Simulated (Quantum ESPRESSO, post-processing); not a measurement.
# Ge(111), F on both faces, 5 bilayers against a metal electrode, stepped through the charge of the slab, part 4 of 4

What law, if any, do the results for Ge(111), F on both faces, 5 bilayers against a metal electrode follow against the charge of the slab?

Quantum ESPRESSO 7.5; plane-wave DFT, PBE, GBRV ultrasoft pseudopotentials.

So far. Step 6 (Ground state, -1.5 ×10¹³ e/cm²): Inside the slab this potential holds the local part of the pseudopotentials, which can be repulsive at the nuclei; only its value in the vacuum has a meaning of its own.

### Step 7. Ground state, -3 ×10¹³ e/cm²

The input, m0.esm.in:

```
&control
  prefix = 'm0.esm'
  outdir = './out'
  pseudo_dir = './pseudo'
  calculation = 'scf'
  tprnfor = .true.
/
&system
  ibrav = 0
  nat = 12
  ntyp = 2
  ecutwfc = 40
  ecutrho = 200
  occupations = 'smearing'
  smearing = 'fd'
  degauss = 0.004
  assume_isolated = 'esm'
  esm_bc = 'bc3'
  tot_charge = -0.0431
/
&electrons
  conv_thr = 1e-08
  mixing_beta = 0.4
  electron_maxstep = 120
  mixing_mode = 'plain'
  startingpot = 'file'
/
ATOMIC_SPECIES
  F   18.9984  f_pbe_v1.4.uspp.F.UPF
  Ge  72.6300  ge_pbe_v1.4.uspp.F.UPF
CELL_PARAMETERS angstrom
  4.07998114100000 0.00000000000000 0.00000000000000
  -2.03999057050000 3.53336731480035 0.00000000000000
  0.00000000000000 0.00000000000000 32.54542436779454
ATOMIC_POSITIONS crystal
  F   0.000000000000 0.000000000000 -0.223272619989
  Ge  0.000000000000 0.000000000000 -0.169080306089
  Ge  0.333333333300 0.666666666700 -0.145853997889
  Ge  0.333333333300 0.666666666700 -0.069199571689
  Ge  0.666666666700 0.333333333300 -0.043398630389
  Ge  0.666666666700 0.333333333300 0.033286927311
  Ge  0.000000000000 0.000000000000 0.058891929111
  Ge  0.000000000000 0.000000000000 0.135577486811
  Ge  0.333333333300 0.666666666700 0.161378428111
  Ge  0.333333333300 0.666666666700 0.238032854311
  Ge  0.666666666700 0.333333333300 0.261259162511
  F   0.666666666700 0.333333333300 0.315451476411
K_POINTS automatic
  18 18 1 0 0 0
```

The run is started by

```
$ cp -r out/m1.esm.save out/m0.esm.save
$ OMP_NUM_THREADS=1 mpirun -n 4 pw.x -nk 4 -in m0.esm.in > m0.esm.out
```

The program printed:

```text
[banner, memory and clock lines left out]
Program PWSCF v.7.5 starts
[...]
Message from routine setup:
[...]
number of electrons       =       154.04
     number of Kohn-Sham states=           92
     kinetic-energy cutoff     =      40.0000  Ry
     charge density cutoff     =     200.0000  Ry
[...]
number of k points=    37  Fermi-Dirac smearing, width (Ry)=  0.0040
[...]
Dense  grid:   151207 G-vectors     FFT dimensions: (  36,  36, 288)
[...]
The initial density is read from file :
[...]
negative rho (up, down):  2.248E-04 0.000E+00
     Starting wfcs are   98 randomized atomic wfcs
[...]
negative rho (up, down):  2.114E-04 0.000E+00
[...]
estimated scf accuracy    <       0.27439996 Ry
[...]
negative rho (up, down):  1.263E-04 0.000E+00
[...]
estimated scf accuracy    <     541.24817459 Ry
[...]
negative rho (up, down):  8.816E-05 0.000E+00
[...]
estimated scf accuracy    <       0.43833749 Ry
[...]
negative rho (up, down):  6.886E-05 0.000E+00
[...]
estimated scf accuracy    <       0.14190125 Ry
[...]
negative rho (up, down):  5.976E-05 0.000E+00
[...]
estimated scf accuracy    <       0.11918692 Ry
[...]
negative rho (up, down):  5.934E-05 0.000E+00
[...]
estimated scf accuracy    <       0.05894208 Ry
[...]
negative rho (up, down):  6.052E-05 0.000E+00
[...]
estimated scf accuracy    <       0.04233962 Ry
[...]
negative rho (up, down):  6.506E-05 0.000E+00
[...]
estimated scf accuracy    <       0.03322767 Ry
[...]
negative rho (up, down):  7.128E-05 0.000E+00
[...]
estimated scf accuracy    <       0.02080225 Ry
[...]
negative rho (up, down):  6.903E-05 0.000E+00
[...]
estimated scf accuracy    <       0.01009573 Ry
[...]
negative rho (up, down):  1.854E-04 0.000E+00
[...]
estimated scf accuracy    <       0.00926957 Ry
[...]
negative rho (up, down):  1.952E-04 0.000E+00
[...]
estimated scf accuracy    <       0.00051316 Ry
[...]
negative rho (up, down):  1.998E-04 0.000E+00
[...]
estimated scf accuracy    <       0.00025775 Ry
[...]
negative rho (up, down):  2.349E-04 0.000E+00
[...]
estimated scf accuracy    <       0.00036701 Ry
[...]
negative rho (up, down):  2.508E-04 0.000E+00
[...]
estimated scf accuracy    <       0.00016636 Ry
[...]
negative rho (up, down):  2.459E-04 0.000E+00
[...]
estimated scf accuracy    <       0.00001457 Ry
[...]
negative rho (up, down):  2.339E-04 0.000E+00
[...]
estimated scf accuracy    <       0.00001502 Ry
[...]
negative rho (up, down):  2.251E-04 0.000E+00
[...]
estimated scf accuracy    <       0.00001150 Ry
[...]
negative rho (up, down):  2.263E-04 0.000E+00
[...]
estimated scf accuracy    <       0.00000282 Ry
[...]
negative rho (up, down):  2.265E-04 0.000E+00
[...]
estimated scf accuracy    <       0.00000070 Ry
[...]
negative rho (up, down):  2.263E-04 0.000E+00
[...]
estimated scf accuracy    <       0.00000041 Ry
[...]
negative rho (up, down):  2.231E-04 0.000E+00
[...]
estimated scf accuracy    <       0.00000005 Ry
[...]
negative rho (up, down):  2.226E-04 0.000E+00
[...]
estimated scf accuracy    <       0.00000002 Ry
[...]
negative rho (up, down):  2.213E-04 0.000E+00
[...]
the Fermi energy is    -3.1887 ev
!    total energy              =   -2233.83828941 Ry
     estimated scf accuracy    <          5.0E-09 Ry
     smearing contrib. (-TS)   =      -0.00029063 Ry
     internal energy E=F+TS    =   -2233.83799878 Ry
[...]
one-electron contribution = -258809.17601314 Ry
     hartree contribution      =  129478.15256866 Ry
     xc contribution           =    -601.61497014 Ry
     ewald contribution        =  127698.80041584 Ry
     convergence has been achieved in  24 iterations
     negative rho (up, down):  2.213E-04 0.000E+00
[...]
Total force =     0.016637     Total SCF correction =     0.000333
[...]
```

Elapsed: 18 min, on 4 MPI ranks of Arm Neoverse V2, shared host; peak memory 1.9 GiB.

Read from the output:

* Fermi energy: -3.189 eV
* vacuum line at the lower end of the cell, over the Fermi level: 6.766 eV
* slope of the potential above: -0.5408 eV/Å
* vacuum line at the upper end of the cell, over the Fermi level: 3.189 eV

Inside the slab this potential holds the local part of the pseudopotentials, which can be repulsive at the nuclei; only its value in the vacuum has a meaning of its own.

### Step 8. The series side by side

The series in one table:

```csv
the charge of the slab (positive: electrons removed),electrode's level over the Fermi level (eV),far face's level over the Fermi level (eV),field in the gap (eV/Å)
-3 ×10¹³ e/cm²,3.189,6.766,-0.5408
-1.5 ×10¹³ e/cm²,5.035,6.83,-0.2704
0 ×10¹³ e/cm²,7.033,7.035,-1.056e-05
1 ×10¹³ e/cm²,8.268,7.079,0.1803
2 ×10¹³ e/cm²,9.477,7.113,0.3605
3 ×10¹³ e/cm²,10.67,7.135,0.5408
4.5 ×10¹³ e/cm²,12.46,7.165,0.8113
6 ×10¹³ e/cm²,14.22,7.182,1.082
7 ×10¹³ e/cm²,15.39,7.196,1.262
8 ×10¹³ e/cm²,16.56,7.203,1.442
```

### Step 9. Worked from the printed numbers

Last interval: C = Δσ/ΔV = 0.00100 e/Å² / 1.170 V × 1602 = 1.36 µF/cm².

### Step 10. Summary of results

```
mean capacitance at positive charge : 1.34 μF/cm²
effective gap ε₀/C                  : 6.61 Å
top atoms to electrode              : 6.01 Å
```

In words: The series holds 10 members; mean capacitance at positive charge: 1.34 μF/cm²; effective gap ε₀/C: 6.61 Å; top atoms to electrode: 6.01 Å (PBE, GBRV ultrasoft). Interval by interval C lies between 1.20 and 1.36 µF/cm², least between -1.5 and 0×10¹³ e/cm², where the slab has few states at the Fermi level. The far face's level moves by 0.44 eV over the series, so the slab's own states take part of the voltage. Vacuum fills the gap; ions don't answer the charge; added electrons can spill towards the electrode at the most negative charges.

[Logs are printed without paths, hosts, clocks, repeated set-up lines and the standing remarks that a program may print on its own settings, such as how far it seeks lower states.]

[Hosts, paths, dates, database ids (printed as entryN), source tags and the programs' standing remarks are cut or masked in the printed files.]

[Maps of the electrostatic potential energy from Ansatz leave out the sawtooth potential of an applied field or a dipole correction, so their vacuum need not be flat; planar profiles and work functions include it.]
